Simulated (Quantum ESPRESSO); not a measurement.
# Work function of Ti(0001) against the slab's thickness (PBEsol, Quantum ESPRESSO)

How thick must a slab of Ti(0001) be for a steady work function?

All values are computed: Quantum ESPRESSO 7.5, PBEsol, plane waves, scalar-relativistic unless marked; slabs or sheets with vacuum, the vacuum level from the planar mean of the electrostatic potential. 1×1 cells on a fixed bulk lattice, outer layers relaxed.

| layers | thickness (Å) | work function (eV) |
| --- | --- | --- |
| 4 | 6.5 | 4.49 |
| 5 | ? | ? |
| 6 | 11.2 | 4.46 |
| 7 | 13.5 | 4.47 |

**Fit.** The shown values lie within 0.02 eV of their mean, 4.47 eV, with no steady drift. The mean serves as the estimate. So the thinnest slabs already hold the value to a few hundredths of an eV.

**The withheld row.** The prediction is the mean = 4.47 eV. The run gave thickness 8.8 Å, work function 4.51 eV. The miss in work function is +0.04 eV, a little over the scatter of the fitted rows.

The k-mesh adds scatter of its own.
